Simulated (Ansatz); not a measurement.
## Tc of In (I4/mmm) from its phonons

Wanted: λ, ω_log and Tc of In (I4/mmm). The cell shown first is the database's, unrelaxed.

Method: DFT PBE, scalar-relativistic, plane waves, PAW, in the first sound run; inputs show where later runs differ, in Ansatz 0.2.0.

Experimental background.

For In (bulk crystal), “List of superconductors” (2026, Wikipedia's table of superconducting elements, as read in December) quotes earlier work: superconducting transition temperature (bulk, normal pressure) 3.4 K.

Most raw output is cut from this account.

In doubt: the program doubts the meshes or the phonons of the coupling sums, which bears on λ, Tc and transport values.

## (1) Set-up

The structure is tetragonal, space group I4/mmm (No. 139). The conventional cell has a = 3.251 Å, b = 3.251 Å, c = 4.947 Å, α = 90.00°, β = 90.00°, γ = 90.00°. In has 12 In at 3.25 to 3.38 Å nearest.

## (2) Electron–phonon run: the database cell, unrelaxed

The run that gives the couplings also evaluates McMillan's and Allen and Dynes's formulas and, where asked, the Eliashberg equations, over a range of μ*.

The input, input.yaml:

```yaml
crystal:
  lattice:
    - [-1.62547, 1.62547, 2.4737]
    - [1.62547, -1.62547, 2.4737]
    - [1.62547, 1.62547, -2.4737]
  atoms:
    - { symbol: In, position: [0.0, 0.0, 0.0] }
kpoints:
  mp_grid: { grid: [9, 9, 9] }
hamiltonian:
  xc: pbe
scf:
  occupations: { method: methfessel_paxton, width: 0.2 }
output:
  eigenvalues: true
phonons:
  method: dfpt
  qmesh: [3, 3, 3]
  temperatures: { t_max: 1000, t_step: 50 }
  qpath:
    path:
      - [[0.0, 0.0, 0.0], [0.0, 0.0, 0.5], [0.25, 0.25, 0.25], [0.0, 0.5, 0.0], [0.0, 0.0, 0.0], [0.5, 0.5, -0.5], [0.35794533, 0.64205467, -0.35794533]]
      - [[-0.35794533, 0.35794533, 0.35794533], [0.0, 0.0, 0.0]]
      - [[0.0, 0.0, 0.5], [-0.21589066, 0.21589066, 0.5]]
      - [[0.5, 0.5, -0.21589066], [0.5, 0.5, -0.5]]
    npoints: 10
  electrical_resistivity:
    mesh: [16, 16, 16]
    temperatures: [20.0, 50.0, 80.0, 100.0, 150.0, 200.0, 273.0, 300.0, 400.0, 500.0, 600.0, 800.0]
  superconductivity: { mesh: [16, 16, 16], eliashberg_equations: false }
```

Command:

```sh
$ ansatz run input.yaml --threads 4 --pin off --max-ram 10240MiB --backend cpu --events-out ev --progress --plain --runs-dir out
```

Run time: 2.2 min. Hardware: 4 threads of Arm Neoverse V2, shared host; peak memory 1.6 GiB.

Numbers from this step:

```yaml
volume_per_atom: 26.14 Å³
metallic_on_mesh: yes
gap_on_the_k_mesh: 0 eV
zero_point_energy: 0.01173 eV/cell
share_of_imaginary_modes_in_the_plain_interpolation_between_solved_wavevectors: 0.0043
highest_frequency_solved_or_plainly_interpolated: 119.3 cm⁻¹
resistivity_at_300_k: 7.589 μΩ cm, mean of the axes
coupling_constant_lambda: 0.7988
density_of_states_at_the_fermi_level: 0.2127 states/eV a spin and cell
log_mean_phonon_energy_omega_log: 6.06 meV
transport_coupling_constant_lambda_tr: 0.6488, 0.6488, 0.6589 (xx, yy, zz)
drude_plasma_energy: 10.09, 10.09, 10.2 eV (xx, yy, zz)
resistivity_times_mean_free_path: 7.726, 7.726, 7.515 × 10⁻¹⁶ Ω m² (xx, yy, zz)
second_moment_phonon_energy_omega: 7.767 meV
coupling_lambda_by_branch: 0.349, 0.25, 0.2 (branches by rank of frequency)
```

Transition temperatures:

```tsv
μ*	McMillan Tc (K)	Allen–Dynes Tc (K)
0.08	3.73	3.93
0.1	3.28	3.45
0.12	2.86	2.99
0.13	2.65	2.77
0.14	2.45	2.55
0.16	2.07	2.15
0.2	1.39	1.43
```

## (3) Coupling and resistivity: PseudoDojo files

Another set of potentials is tried, at its own relaxed cell, which can differ from that of the runs before.

This step: DFT PBE, scalar-relativistic, plane waves, PseudoDojo norm-conserving pseudopotentials (Ansatz 0.2.0).

The input, input.yaml:

```yaml
crystal:
  lattice:
    - [-1.6451797626, 1.6451797626, 2.5413652529]
    - [1.6451797626, -1.6451797626, 2.5413652529]
    - [1.6451797626, 1.6451797626, -2.5413652529]
  atoms:
    - { symbol: In, position: [0.0, 0.0, 0.0] }
kpoints:
  mp_grid: { grid: [9, 9, 9] }
hamiltonian:
  xc: pbe
  pseudopotentials: { kind: nc, accuracy: standard }
scf:
  occupations: { method: methfessel_paxton, width: 0.2 }
output:
  eigenvalues: true
phonons:
  method: dfpt
  qmesh: [3, 3, 3]
  temperatures: { t_max: 1000, t_step: 50 }
  qpath:
    path:
      - [[0.0, 0.0, 0.0], [0.0, 0.0, 0.5], [0.25, 0.25, 0.25], [0.0, 0.5, 0.0], [0.0, 0.0, 0.0], [0.5, 0.5, -0.5], [0.35476894, 0.64523106, -0.35476894]]
      - [[-0.35476894, 0.35476894, 0.35476894], [0.0, 0.0, 0.0]]
      - [[0.0, 0.0, 0.5], [-0.20953788, 0.20953788, 0.5]]
      - [[0.5, 0.5, -0.20953788], [0.5, 0.5, -0.5]]
    npoints: 10
  electrical_resistivity:
    mesh: [16, 16, 16]
    temperatures: [20.0, 50.0, 80.0, 100.0, 150.0, 200.0, 273.0, 300.0, 400.0, 500.0, 600.0, 800.0]
  superconductivity: { mesh: [16, 16, 16], eliashberg_equations: false }
```

Elapsed: 3.5 min, on 4 threads; peak memory 1.9 GiB; 14 min of CPU time.

Numbers from this step:

- volume per atom: 27.51 Å³
- share of imaginary modes in the plain interpolation between solved wavevectors: 0.0252
- highest frequency, solved or plainly interpolated: 103.8 cm⁻¹
- resistivity at 300 K: 10.29 μΩ cm, mean of the axes
- coupling constant λ: 1.002
- density of states at the Fermi level: 0.221 states/eV a spin and cell
- log mean phonon energy ħω_log: 4.919 meV
- transport coupling constant λ_tr: 0.8296, 0.8296, 0.8195 (xx, yy, zz)
- Drude plasma energy: 9.722, 9.722, 9.741 eV (xx, yy, zz)
- resistivity times mean free path: 8.025, 8.025, 7.955 × 10⁻¹⁶ Ω m² (xx, yy, zz)
- second-moment phonon energy ħω₂: 6.718 meV
- coupling λ by branch: 0.477, 0.3, 0.224 (branches by rank of frequency)

Transition temperatures:

```tsv
μ*	McMillan Tc (K)	Allen–Dynes Tc (K)
0.08	4.37	4.73
0.1	3.99	4.28
0.12	3.61	3.85
0.13	3.42	3.64
0.14	3.24	3.44
0.16	2.88	3.04
0.2	2.2	2.31
```

## (4) Coupling and resistivity: r2SCAN at its own relaxed cell

The functional sets the lattice constant, the bands and the force constants.

This step: DFT r2SCAN, scalar-relativistic, plane waves, PAW (Ansatz 0.2.0).

The input, input.yaml:

```yaml
crystal:
  lattice:
    - [-1.6247005643, 1.6247005643, 2.4956930896]
    - [1.6247005643, -1.6247005643, 2.4956930896]
    - [1.6247005643, 1.6247005643, -2.4956930896]
  atoms:
    - { symbol: In, position: [0.0, 0.0, 0.0] }
kpoints:
  mp_grid: { grid: [9, 9, 9] }
hamiltonian:
  xc: r2scan
scf:
  occupations: { method: methfessel_paxton, width: 0.2 }
output:
  eigenvalues: true
phonons:
  method: dfpt
  qmesh: [3, 3, 3]
  temperatures: { t_max: 1000, t_step: 50 }
  qpath:
    path:
      - [[0.0, 0.0, 0.0], [0.0, 0.0, 0.5], [0.25, 0.25, 0.25], [0.0, 0.5, 0.0], [0.0, 0.0, 0.0], [0.5, 0.5, -0.5], [0.35595082, 0.64404918, -0.35595082]]
      - [[-0.35595082, 0.35595082, 0.35595082], [0.0, 0.0, 0.0]]
      - [[0.0, 0.0, 0.5], [-0.21190164, 0.21190164, 0.5]]
      - [[0.5, 0.5, -0.21190164], [0.5, 0.5, -0.5]]
    npoints: 10
  electrical_resistivity:
    mesh: [16, 16, 16]
    temperatures: [20.0, 50.0, 80.0, 100.0, 150.0, 200.0, 273.0, 300.0, 400.0, 500.0, 600.0, 800.0]
  superconductivity: { mesh: [16, 16, 16], eliashberg_equations: false }
```

It took 6.4 min on 4 threads; peak memory 3.4 GiB; 25 min of CPU time.

Numbers from this step:

- volume per atom: 26.35 Å³
- share of imaginary modes in the plain interpolation between solved wavevectors: 0.0271
- highest frequency, solved or plainly interpolated: 114.5 cm⁻¹
- resistivity at 300 K: 10.17 μΩ cm, mean of the axes
- coupling constant λ: 1.105
- density of states at the Fermi level: 0.1992 states/eV a spin and cell
- log mean phonon energy ħω_log: 5.196 meV
- transport coupling constant λ_tr: 0.917, 0.917, 0.9963 (xx, yy, zz)
- Drude plasma energy: 10.34, 10.34, 10.56 eV (xx, yy, zz)
- resistivity times mean free path: 7.768, 7.768, 7.478 × 10⁻¹⁶ Ω m² (xx, yy, zz)
- second-moment phonon energy ħω₂: 6.848 meV
- coupling λ by branch: 0.52, 0.339, 0.246 (branches by rank of frequency)

Transition temperatures:

```tsv
μ*	McMillan Tc (K)	Allen–Dynes Tc (K)
0.08	5.26	5.75
0.1	4.85	5.26
0.12	4.45	4.78
0.13	4.25	4.55
0.14	4.05	4.33
0.16	3.66	3.89
0.2	2.91	3.06
```

Eliashberg function α²F against phonon energy; read off at these points:

```tsv
phonon energy (meV)	α²F	α²F tr
0.50	6.0e-4	1.0e-4
1.00	0.0111	0.00371
1.50	0.028	0.0144
2.00	0.0501	0.0342
2.50	0.109	0.0908
3.00	0.265	0.256
3.50	0.423	0.429
3.61	0.428	0.435
4.00	0.399	0.398
4.50	0.411	0.399
5.00	0.413	0.384
5.50	0.425	0.376
6.00	0.295	0.247
6.50	0.247	0.198
7.00	0.225	0.175
7.50	0.216	0.163
8.00	0.238	0.177
8.16	0.255	0.190
8.50	0.254	0.189
9.00	0.248	0.184
9.50	0.242	0.183
10.00	0.194	0.150
10.50	0.189	0.150
11.00	0.241	0.176
11.50	0.320	0.224
12.00	0.330	0.233
12.50	0.442	0.316
13.00	0.294	0.202
13.50	0.186	0.128
14.00	0.0328	0.0258
```

The coupling constant from the curve is λ = 1.1; modes below 5.17 meV give half. The most distinct maxima of the Eliashberg function α²F (α²F) lie at 3.61 and 12.50 meV, the highest at 12.5 meV.

## (5) Outcome

```json
{
 "meshes": "q 3×3×3, k 9×9×9, scattering 16×16×16",
 "coupling constant λ": "1.10",
 "log mean phonon energy ħω_log": "5.20 meV",
 "Allen–Dynes Tc at μ* = 0.1": "5.26 K",
 "Allen–Dynes Tc at μ* = 0.13": "4.55 K"
}
```

What this shows: In the last run (r2SCAN, q 3×3×3, k 9×9×9, scattering 16×16×16), with λ = 1.1 and ħω_log = 5.20 meV, Tc at μ* = 0.13 is 4.2 K by McMillan's formula and 4.5 K by Allen and Dynes's. Allen and Dynes's formula meets the measured 3.4 K at μ* near 0.18. Raising μ* from 0.10 to 0.16 lowers the Allen–Dynes value from 5.3 to 3.9 K. By the run's own test λ is not converged in the fine mesh: it moves by 17 % between the two finest, and by up to 32 % in the other runs. The run's transport test calls it not converged in the mesh; ρ(300 K) moves by 29 % in the component that moves most. λ of these runs moves by 17 to 32 % between their two finest meshes, and Tc by more, so small gaps between the runs or to the measured value rank nothing. In 3 of the runs shown, the last among them, the interpolated phonons dip below zero somewhere, which the program warns of. These meshes are coarse. Over the runs, λ takes the values 0.799, 1.00 and 1.10, in the order shown. μ* is a typed number, phonons are harmonic, and spin fluctuations are left out; at μ* = 0.13 McMillan's formula turns 1 % in λ into about 1.5 % in Tc.

Comparison with the measured values:

| quantity | measured | Allen–Dynes, PBE, q 3×3×3, fine 16×16×16, database cell | Allen–Dynes, PBE, q 3×3×3, fine 16×16×16, PseudoDojo files | Allen–Dynes, r2SCAN, q 3×3×3, fine 16×16×16 |
| --- | --- | --- | --- | --- |
| superconducting transition temperature (μ* = 0.13) (kelvin) | 3.4 | 2.77 (-18.5 %) | 3.64 (+7.1 %) | 4.55 (+33.8 %) |

Measured values from Wikipedia's table of superconducting elements, as read in December (2026).

Verdict: For the superconducting transition temperature, of the levels listed nearest comes Allen–Dynes, PBE, q 3×3×3, fine 16×16×16, PseudoDojo files (+7.1 %) and farthest Allen–Dynes, r2SCAN, q 3×3×3, fine 16×16×16 (+33.8 %). Limits of convergence are named above.

[Logs are printed without paths, hosts, clocks, repeated set-up lines and the standing remarks that a program may print on its own settings, such as how far it seeks lower states.]

[Hosts, paths, dates, database ids (printed as entryN), source tags and the programs' standing remarks are cut or masked in the printed files.]
